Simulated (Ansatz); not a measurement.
# Cu(100) slab, 3 layers: from the cell to its phonons

Aim: the vibrations of Cu(100) slab, 3 layers, their spectra, and whether the structure is stable.

Calculated with Ansatz 0.2.0; DFT PBEsol, scalar-relativistic, plane waves, PAW; PAW set soft_1.

**1. Set-up**

The cell holds 3 atoms: 3 Cu. Its edges and angles: a = 2.553 Å, b = 2.553 Å, c = 16.610 Å, α = 90.0°, β = 90.0°, γ = 90.0°. It derives from Cu. Vacuum lies along c.

Coordinates:

```cif
data_structure
_symmetry_space_group_name_H-M 'P 1'
_symmetry_Int_Tables_number 1
_cell_length_a 2.5527
_cell_length_b 2.5527
_cell_length_c 16.6100
_cell_angle_alpha 90.000
_cell_angle_beta 90.000
_cell_angle_gamma 90.000
_cell_volume 108.23
loop_
_atom_site_label
_atom_site_type_symbol
_atom_site_fract_x
_atom_site_fract_y
_atom_site_fract_z
_atom_site_occupancy
Cu1 Cu 0.00000 0.00000 0.39133 1
Cu2 Cu 0.50000 0.50000 0.50000 1
Cu3 Cu 0.00000 0.00000 0.60867 1
```

**2. Relaxation**

Harmonic phonons are second derivatives at a point where the forces vanish, and they are wanted at zero stress, so atoms and cell are relaxed first.

The program solves this slab on a cell height of its own, 31.0 Å, in place of the one typed.

Contents of input.yaml:

```yaml
crystal:
  lattice:
    - [1.805, 1.805, 0.0]
    - [-1.805, 1.805, 0.0]
    - [0.0, 0.0, 16.61]
  atoms:
    - { symbol: Cu, position: [0.0, 0.0, 0.391331] }
    - { symbol: Cu, position: [0.5, 0.5, 0.5] }
    - { symbol: Cu, position: [0.0, 0.0, 0.608669] }
  periodic: [true, true, false]
kpoints:
  mp_grid: { grid: [16, 16, 1] }
hamiltonian:
  xc: pbesol
  pseudopotentials: { kind: paw, azcp: { folder: soft_1 }, xc_functional: pbe }
scf:
  occupations: { method: gaussian, width: 0.1 }
output:
  forces: true
  stress: true
  eigenvalues: true
relax:
  adjacent_minimum: "off"
  f_tol: 0.005
  max_steps: 80
  cell: { stress_2d_tol: 0.02 }
```

Run with:

```bash
$ ansatz run input.yaml --threads 4 --pin off --max-ram 16384MiB --backend cpu --events-out ev --progress --plain --runs-dir out
```

Numbers of over 12 decimals in the logs are rounded to 6 here.

The program printed:

```text
Warning: crystal.periodic: the lattice vector that does not repeat stood 0.000° off the slab's normal, 16.610 Å along it as the deck builds it. The run solves the slab on a vector along the normal, 31.020 Å long, with every atom where it was (on the deck's vector they left 13.00 Å outside them, and the widest stretch free of ions among them is 1.80 Å). A fractional position that the run reports is one of the run's ce [...]
crystal.periodic: the lattice vector that does not repeat stood 0.000° off the slab's normal, 16.610 Å along it as the deck builds it. The run solves the slab on a vector along the normal, 31.020 Å long, with every atom where it was (on the deck's vector they left 13.00 Å outside them, and the widest stretch free of ions among them is 1.80 Å). A fractional position that the run reports is one of the run's cell, which [...]
Engine: ansatz 0.2.0, aarch64-unknown-linux-gnu
Pseudopotentials: kind: paw
Pseudopotential: Cu, paw, valence charge 19, recommended cutoff 420 eV (normal), soft_1/Cu.paw.azcp
Functional definition: PBEsol
  exchange = pbesol_x
  correlation = pbesol_c
Crystal: 3 atoms, lattice volume = 202.128 Å³
Basis set: ecut = 420 eV, 3971 PW (Γ), exchange–correlation on 36×36×432 points (8 copies of the dense FFT grid, shifted against one another)
Bands: 35, of which v1, the nominal top of the filled ones, is band 29 counted from 1 (28 counted from 0)
Symmetry: 16 space group operations
Space group: P4/mmm (ITA 123), of the structure as read, at distance tolerance 5.9e-5 Å
k-points: 45 of 256
Non-local potential: Cu, projectors of the file, l = 0: 3, l = 1: 2, l = 2: 3, l = 3: 1
PAW form: soft (Blöchl's): semilocal exchange-correlation on the pseudo side does not see the compensation charge
PAW frozen core: Cu, regenerated for the run's functional, and the local potential with it (the file was generated under x = pbe(κ = 0.804, μ = 0.219515), c = pbe(β = 0.066725))
PAW one-centre angular grid: Cu, 590 points (default); XC on 64 Gauss nodes
Initial density: superposition of atomic densities (neutral atoms: chi_scale 0, normalization atom)
Initial wavefunctions: pseudopotential atomic-orbital guess
Functional: x = pbesol(κ = 0.804, μ = 0.123457), c = pbesol(β = 0.046)
SCF iter   1: F=—  HF=-19767.459832 eV  |F-HF|=—  |Δ(HF+E_count)|=         —  Δρ=1.11e-1  dr2=1.51e1  ethr=3.10e-3  ⟨swp⟩=14.2  Hψ=10565  notcnv=0
preconditioner: auto → LDOS  [metal: Δε(μ)=0.033 eV  Ē_g=7.252 eV  σ=0.100 eV  W_gap=0.18  n_scr=20 (ndim 8)  ℏωp=15.0 eV  f_vac=0.767  D(μ)=1.74/eV (n_scr^D=12)  β→1.0]
SCF iter   2: F=—  HF=-19782.167250 eV  |F-HF|=—  |Δ(HF+E_count)|=    1.47e1  Δρ=2.13e-1  dr2=5.11e1  ethr=3.10e-3  ⟨swp⟩=4.1  Hψ=5035  notcnv=0  defer=85  recentre
SCF iter   3: F=—  HF=-19764.956800 eV  |F-HF|=—  |Δ(HF+E_count)|=    1.72e1  Δρ=2.04e-2  dr2=8.94e-1  ethr=3.10e-3  ⟨swp⟩=4.3  Hψ=4846  notcnv=0  defer=81
SCF iter   4: F=—  HF=-19764.784366 eV  |F-HF|=—  |Δ(HF+E_count)|=   1.72e-1  Δρ=1.74e-3  dr2=6.87e-3  ethr=1.57e-3  ⟨swp⟩=2.9  Hψ=3064  notcnv=0  defer=85
SCF iter   5: F=—  HF=-19764.786170 eV  |F-HF|=—  |Δ(HF+E_count)|=   1.80e-3  Δρ=1.54e-3  dr2=2.37e-3  ethr=1.21e-5  ⟨swp⟩=3.3  Hψ=3744  notcnv=0  defer=84
SCF iter   6: F=—  HF=-19764.789155 eV  |F-HF|=—  |Δ(HF+E_count)|=   2.99e-3  Δρ=2.20e-3  dr2=5.95e-3  ethr=4.16e-6  ⟨swp⟩=3.1  Hψ=3377  notcnv=0  defer=84  recentre
SCF iter   7: F=—  HF=-19764.788220 eV  |F-HF|=—  |Δ(HF+E_count)|=   9.35e-4  Δρ=2.36e-4  dr2=1.18e-4  ethr=4.16e-6  ⟨swp⟩=2.3  Hψ=2563  notcnv=0  defer=84
SCF iter   8: F=—  HF=-19764.788219 eV  |F-HF|=—  |Δ(HF+E_count)|=   5.02e-7  Δρ=5.87e-5  dr2=5.72e-6  ethr=2.07e-7  ⟨swp⟩=2.2  Hψ=2271  notcnv=0  defer=84
SCF iter   9: F=—  HF=-19764.788288 eV  |F-HF|=—  |Δ(HF+E_count)|=   6.83e-5  Δρ=3.07e-5  dr2=1.45e-6  ethr=1.00e-8  ⟨swp⟩=3.2  Hψ=3006  notcnv=0  defer=84
iter 10 did not close the SCF: its close was put off until two iterations running show no level that it waits for move by more than its bar (scf_convergence_deferred on its scf_iter line)
SCF iter  10: F=-19764.788289 eV  HF=-19764.788289 eV  |F-HF|=3.78e-8  |Δ(HF+E_count)|=   1.18e-6  Δρ=7.57e-6  dr2=8.72e-8  ethr=1.75e-10  ⟨swp⟩=15.5  Hψ=10102  notcnv=0
iter 11 did not close the SCF: its close was put off until two iterations running show no level that it waits for move by more than its bar (scf_convergence_deferred on its scf_iter line)
SCF iter  11: F=-19764.788289 eV  HF=-19764.788289 eV  |F-HF|=6.29e-9  |Δ(HF+E_count)|=   7.44e-8  Δρ=4.14e-6  dr2=2.54e-8  ethr=1.53e-10  ⟨swp⟩=5.3  Hψ=6050  notcnv=0
SCF iter  12: F=-19764.788289 eV  HF=-19764.788289 eV  |F-HF|=3.31e-9  |Δ(HF+E_count)|=   1.75e-8  Δρ=8.58e-7  dr2=1.17e-9  ethr=4.46e-11  ⟨swp⟩=5.5  Hψ=6196  notcnv=0
SCF 1 converged in 12 iterations: F = -19764.788289 eV  dr2 = 1.17e-9
  greatest PAW one-centre occupation: 1.000 electrons in one spin orbital (limit 2), on the Cu atom at site 2 (counted from 0), in its partial waves of l = 0
relax step   1: F+E_penalty+E_count = -19764.78828895 eV  Δ(F+E_penalty+E_count) = +0.000e0 eV  max|allowed force component| = 4.359e-1 eV/Å  Δτ_max = 0.0000 Å  P = -7.367 N/m  Ω = 202.128 Å³  fix = [c, alpha, beta]  reactions: c +0.000 N/m  (12 SCF iters, dr2 threshold 1.00e-7 eV, accepted)
Crystal: 3 atoms, lattice volume = 195.159 Å³
Basis set: ecut = 420 eV, 3807 PW (Γ), exchange–correlation on 36×36×432 points (8 copies of the dense FFT grid, shifted against one another)
Initial density: handed on by an earlier stage of this run
Initial wavefunctions: those handed on with the density
iter 1 solved again at ethr=9.87e-5 eV; its pass at ethr=3.10e-3 eV (dr2=5.63e-2 eV) is discarded
SCF iter   1: F=—  HF=-19764.894752 eV  |F-HF|=—  |Δ(HF+E_count)|=         —  Δρ=6.74e-3  dr2=5.62e-2  ethr=9.87e-5  ⟨swp⟩=2.4  Hψ=8822  notcnv=0
preconditioner: auto → LDOS  [metal: Δε(μ)=0.037 eV  Ē_g=8.193 eV  σ=0.100 eV  W_gap=0.21  n_scr=20 (ndim 8)  ℏωp=15.3 eV  f_vac=0.771  D(μ)=1.67/eV (n_scr^D=12)  β→1.0]
SCF iter   2: F=—  HF=-19764.951685 eV  |F-HF|=—  |Δ(HF+E_count)|=   5.69e-2  Δρ=1.71e-2  dr2=3.00e-1  ethr=9.86e-5  ⟨swp⟩=2.5  Hψ=3241  notcnv=0  recentre
SCF iter   3: F=—  HF=-19764.885148 eV  |F-HF|=—  |Δ(HF+E_count)|=   6.65e-2  Δρ=1.96e-3  dr2=5.00e-3  ethr=9.86e-5  ⟨swp⟩=3.0  Hψ=3956  notcnv=0  defer=86
SCF iter   4: F=—  HF=-19764.884059 eV  |F-HF|=—  |Δ(HF+E_count)|=   1.09e-3  Δρ=3.13e-4  dr2=6.63e-5  ethr=8.77e-6  ⟨swp⟩=2.9  Hψ=2883  notcnv=0  defer=86
SCF iter   5: F=—  HF=-19764.884245 eV  |F-HF|=—  |Δ(HF+E_count)|=   1.86e-4  Δρ=1.32e-4  dr2=2.81e-5  ethr=1.16e-7  ⟨swp⟩=3.5  Hψ=3667  notcnv=0  defer=86
[...]
SCF iter   7: F=—  HF=-19764.931536 eV  |F-HF|=—  |Δ(HF+E_count)|=   6.25e-5  Δρ=5.56e-5  dr2=3.71e-6  ethr=4.23e-8  ⟨swp⟩=2.7  Hψ=2783  notcnv=0  defer=83
iter 8 did not close the SCF: its close was put off until two iterations running show no level that it waits for move by more than its bar (scf_convergence_deferred on its scf_iter line)
SCF iter   8: F=-19764.931537 eV  HF=-19764.931536 eV  |F-HF|=1.55e-7  |Δ(HF+E_count)|=   1.14e-8  Δρ=1.27e-5  dr2=2.10e-7  ethr=5.26e-10  ⟨swp⟩=13.8  Hψ=10824  notcnv=0
iter 9 did not close the SCF: its close was put off until two iterations running show no level that it waits for move by more than its bar (scf_convergence_deferred on its scf_iter line)
SCF iter   9: F=-19764.931537 eV  HF=-19764.931537 eV  |F-HF|=8.27e-8  |Δ(HF+E_count)|=   2.26e-7  Δρ=1.65e-6  dr2=4.83e-9  ethr=3.69e-10  ⟨swp⟩=6.8  Hψ=6975  notcnv=0
iter 10 did not close the SCF: its close was put off until two iterations running show no level that it waits for move by more than its bar (scf_convergence_deferred on its scf_iter line)
SCF iter  10: F=-19764.931537 eV  HF=-19764.931537 eV  |F-HF|=2.92e-9  |Δ(HF+E_count)|=   8.50e-8  Δρ=3.70e-7  dr2=2.44e-10  ethr=8.47e-12  ⟨swp⟩=5.3  Hψ=5534  notcnv=0
SCF iter  11: F=-19764.931537 eV  HF=-19764.931537 eV  |F-HF|=2.55e-11  |Δ(HF+E_count)|=   2.96e-9  Δρ=2.04e-7  dr2=5.82e-11  ethr=1.00e-12  ⟨swp⟩=3.7  Hψ=4221  notcnv=0
SCF 3 converged in 11 iterations: F = -19764.931537 eV  dr2 = 5.82e-11
relax step   3: F+E_penalty+E_count = -19764.93153667 eV  Δ(F+E_penalty+E_count) = -4.730e-2 eV  max|allowed force component| = 1.505e-1 eV/Å  Δτ_max = 0.0119 Å  P = +1.243 N/m  Ω = 182.830 Å³  energy of the carried Pulay correction = +2.668e-3 eV  fix = [c, alpha, beta]  reactions: c +0.000 N/m  (11 SCF iters, dr2 threshold 3.00e-7 eV, accepted)
[...]
relax step   4: F+E_penalty+E_count = -19764.93608769 eV  Δ(F+E_penalty+E_count) = -4.551e-3 eV  max|allowed force component| = 1.615e-3 eV/Å  Δτ_max = 0.0261 Å  P = -0.009 N/m  Ω = 183.498 Å³  energy of the carried Pulay correction = +2.571e-3 eV  fix = [c, alpha, beta]  reactions: c +0.000 N/m  (10 SCF iters, dr2 threshold 3.00e-7 eV, accepted)
Initial wavefunctions: pseudopotential atomic-orbital guess (no wavefunctions were taken with the density)
iter 1 solved again at ethr=8.22e-6 eV; its pass at ethr=3.10e-3 eV (dr2=4.68e-3 eV) is discarded
SCF iter   1: F=—  HF=-19764.933127 eV  |F-HF|=—  |Δ(HF+E_count)|=         —  Δρ=1.02e-4  dr2=5.31e-6  ethr=8.22e-6  ⟨swp⟩=3.7  Hψ=14474  notcnv=0
eigensolver tolerance schedule: the retry pair's looser diagonalisation over-reported the residual by 880.91 of it (diagonalisation noise at an unbounded share of the residual, at the tolerance the schedule requests for it); recorded, not acted on — ethr = c·dr2/N_el stays at c = 1.0e-1
preconditioner: auto → LDOS  [metal: Δε(μ)=0.031 eV  Ē_g=8.651 eV  σ=0.100 eV  W_gap=0.17  n_scr=22 (ndim 8)  ℏωp=15.7 eV  f_vac=0.768  D(μ)=1.45/eV (n_scr^D=10)  β→1.0]
SCF iter   2: F=—  HF=-19764.933283 eV  |F-HF|=—  |Δ(HF+E_count)|=   1.56e-4  Δρ=6.07e-4  dr2=3.89e-4  ethr=9.32e-9  ⟨swp⟩=5.2  Hψ=5188  notcnv=0
SCF iter   3: F=—  HF=-19764.933307 eV  |F-HF|=—  |Δ(HF+E_count)|=   2.43e-5  Δρ=7.56e-4  dr2=5.46e-4  ethr=9.32e-9  ⟨swp⟩=4.2  Hψ=4323  notcnv=0
SCF iter   4: F=—  HF=-19764.933191 eV  |F-HF|=—  |Δ(HF+E_count)|=   1.16e-4  Δρ=9.09e-5  dr2=7.69e-6  ethr=9.32e-9  ⟨swp⟩=4.0  Hψ=4031  notcnv=0
SCF iter   5: F=—  HF=-19764.933193 eV  |F-HF|=—  |Δ(HF+E_count)|=   1.73e-6  Δρ=3.31e-5  dr2=1.45e-6  ethr=9.32e-9  ⟨swp⟩=3.3  Hψ=3236  notcnv=0
SCF iter   6: F=—  HF=-19764.933193 eV  |F-HF|=—  |Δ(HF+E_count)|=   2.33e-8  Δρ=6.45e-6  dr2=1.02e-7  ethr=2.54e-9  ⟨swp⟩=2.7  Hψ=2772  notcnv=0
SCF iter   7: F=—  HF=-19764.933193 eV  |F-HF|=—  |Δ(HF+E_count)|=   1.40e-7  Δρ=1.73e-6  dr2=6.87e-9  ethr=1.80e-10  ⟨swp⟩=2.6  Hψ=2636  notcnv=0
SCF iter   8: F=—  HF=-19764.933193 eV  |F-HF|=—  |Δ(HF+E_count)|=   2.11e-8  Δρ=3.08e-7  dr2=1.75e-10  ethr=1.21e-11  ⟨swp⟩=2.6  Hψ=2703  notcnv=0
SCF iter   9: F=—  HF=-19764.933193 eV  |F-HF|=—  |Δ(HF+E_count)|=   6.30e-9  Δρ=1.29e-7  dr2=2.46e-11  ethr=1.00e-12  ⟨swp⟩=2.7  Hψ=2527  notcnv=0
SCF iter  10: F=-19764.933193 eV  HF=-19764.933193 eV  |F-HF|=8.73e-11  |Δ(HF+E_count)|=  7.28e-12  Δρ=2.43e-8  dr2=6.22e-13  ethr=1.00e-12  ⟨swp⟩=10.6  Hψ=10570  notcnv=0
SCF 5 converged in 10 iterations: F = -19764.933193 eV  dr2 = 6.22e-13
relax step   5: F+E_penalty+E_count = -19764.93319331 eV  Δ(F+E_penalty+E_count) = +2.894e-3 eV  max|allowed force component| = 1.794e-3 eV/Å  Δτ_max = 0.0000 Å  P = -0.005 N/m  Ω = 183.498 Å³  fix = [c, alpha, beta]  reactions: c +0.000 N/m  stress off target by 4.92e-3 N/m on what of the cell is left free  SCF on the basis re-selected at this cell (its energy is not comparable with the rows above)  (10 SCF iters)
basis re-selected at this cell: Δ(F+E_penalty+E_count) = +2.894e-3 eV, ΔP = +0.004 N/m vs the last step (what re-selecting the basis moved, of the pressure what is left beyond the Pulay correction that the steps carried, after the strain that the cell walked since its last selection, with what the two solves' SCF thresholds leave and, on support functions, any second-order correction that the steps lacked; it is no m [...]
SCF converged after 10 iterations
Free energy (F): -19764.933193 eV
Harris-Foulkes:  -19764.933193 eV  (|F-HF|=8.73e-11)
Internal energy: -19764.925959 eV  (E = F + TS)
E sigma→0 (E₀):  -19764.929576 eV
Entropy (-TS):   -0.007235 eV (-2.412 meV/atom)
Fermi energy:    -4.854929 eV
--- Per-component energies (eV) ---
  E_band       = -2300.990741
  E_kinetic    = 788.173053
  E_local      = -311535.799328  (includes V_loc(G=0)·N_el)
  E_nonlocal   = 2680.081014
  E_hartree    = 154130.600707
  E_xc         = -204.733531
  E_vxc        = -265.284977  (∫ρ·V_xc dr)
  E_paw        = -5341.321505  (= ΣΔE_a)
  E_vpaw       = -2229.364909  (= ΣTr[D̂ρ^β])
  E_aug_tail   = 0.002753  (compensation charges beyond the density's cutoff)
  E_ewald      = 139717.452270
  E_core_change = 0.618608  (= ΣΔE_core)
  E_smearing   = -0.007235  (= −TS)
  E_closure    = 0.000000  (closes the sum)
  Σ components = -19764.933193   (vs F -19764.933193, Δ=0.00e0)
--- Forces (eV/Å), atoms counted from 1 ---
  atom   1  Cu     0.00000000     0.00000000     0.00179427
  atom   2  Cu    -0.00000000     0.00000000     0.00000000
  atom   3  Cu     0.00000000    -0.00000000    -0.00179427
  max |Σ_I F_I| component: 2.17e-19 eV/Å
--- 2D stress c σ (N/m, compression-positive) ---
       -0.004915      -0.000000       0.000000
       -0.000000      -0.004915       0.000000
        0.000000       0.000000       0.000000
  P = ½ c Tr σ = -0.0049 N/m
--- Band table (eV; the first three rows and the last of 45) ---
  k-point 0: bands = [... 25 lower, -6.3377, -6.3373, -6.3373, -6.2781, -6.1368, -4.2643, -0.2923 (-0.3052°), -0.0612 (-0.1076°), ... 2 higher]
  k-point 1: bands = [... 25 lower, -6.4719, -6.4070, -6.3074, -6.2969, -5.9291, -4.0260, -0.1979 (-0.2104°), 0.0416 (-0.0056°), ... 2 higher]
  k-point 2: bands = [... 25 lower, -6.6505, -6.4995, -6.3858, -6.2845, -5.5116, -3.4397, 0.0848 (0.0733°), 0.3496 (0.2997°), ... 2 higher]
  k-point 44: bands = [... 25 lower, -5.8198, -5.8196, -1.5298, -1.5298, 1.6478, 1.6478, 3.8294, 4.0546, ... 2 higher]
  ° read free of the cell's end (the report's vacuum.weakly_bound_levels)
--- Relaxed structure (4 steps of the walk, 4 accepted, 1 SCFs on fresh bases) ---
  F+E_penalty+E_count = -19764.93319331 eV   max|allowed force component| = 1.794e-3 eV/Å   (the final SCF, on the basis selected at the relaxed cell)
  cell:  # Å, volume = 183.4975 Å³
    - [1.719806, 1.719806, 0.0]
    - [-1.719806, 1.719806, 0.0]
    - [0.0, 0.0, 31.01996836]
  atoms:
    - { symbol: Cu, position: [0, 0, 0.208870] }
    - { symbol: Cu, position: [0.5, 0.5, 0.267731] }
    - { symbol: Cu, position: [0, 0, 0.326591] }
```

The job ended after 40 s (4 threads of Arm Neoverse V1, shared host; peak memory 0.65 GiB).

Step by step:

| step | energy less that of the first step (eV) | largest force component (eV/Å) | volume (Å³) |
| --- | --- | --- | --- |
| 1 | 0.0000 | 0.4359 | 202.13 |
| 2 | -0.0960 | 0.1862 | 195.16 |
| 3 | -0.1432 | 0.1505 | 182.83 |
| 4 | -0.1478 | 0.0016 | 183.50 |
| 5* | -0.1449 | 0.0018 | 183.50 |

Relaxation steps marked * repeat the geometry before them on a plane-wave basis chosen anew for their cell, so energy and pressure can jump there.

The run keeps the 16 symmetry operations that it works with, so distortions that break them were not tested.

| cell as run | before | after | change |
| --- | --- | --- | --- |
| a (Å) | 2.553 | 2.432 | -4.7 % |
| b (Å) | 2.553 | 2.432 | -4.7 % |

The atoms that moved most (Å, along periodic axes as changes of fractional coordinates times the final cell, across vacuum about the mean position):

| atom | dx | dy | dz | length |
| --- | --- | --- | --- | --- |
| Cu3 | 0.000 | 0.000 | 0.021 | 0.021 |
| Cu1 | 0.000 | 0.000 | -0.021 | 0.021 |

Final coordinates:

```cif
data_structure
_symmetry_space_group_name_H-M 'P 1'
_symmetry_Int_Tables_number 1
_cell_length_a 2.4322
_cell_length_b 2.4322
_cell_length_c 31.0200
_cell_angle_alpha 90.000
_cell_angle_beta 90.000
_cell_angle_gamma 90.000
_cell_volume 183.50
loop_
_atom_site_label
_atom_site_type_symbol
_atom_site_fract_x
_atom_site_fract_y
_atom_site_fract_z
_atom_site_occupancy
Cu1 Cu 0.00000 0.00000 0.20887 1
Cu2 Cu 0.50000 0.50000 0.26773 1
Cu3 Cu 0.00000 0.00000 0.32659 1
```

Numbers from this step:

```
gap on the k-mesh : 0 eV
area per atom     : 1.972 Å²
```

The relaxation ends with a largest force component of 0.0018 eV/Å.

(Continued in part 2 of 2.)

[Logs are printed without paths, hosts, clocks, repeated set-up lines and the standing remarks that a program may print on its own settings, such as how far it seeks lower states.]

[Hosts, paths, dates, database ids (printed as entryN), source tags and the programs' standing remarks are cut or masked in the printed files.]
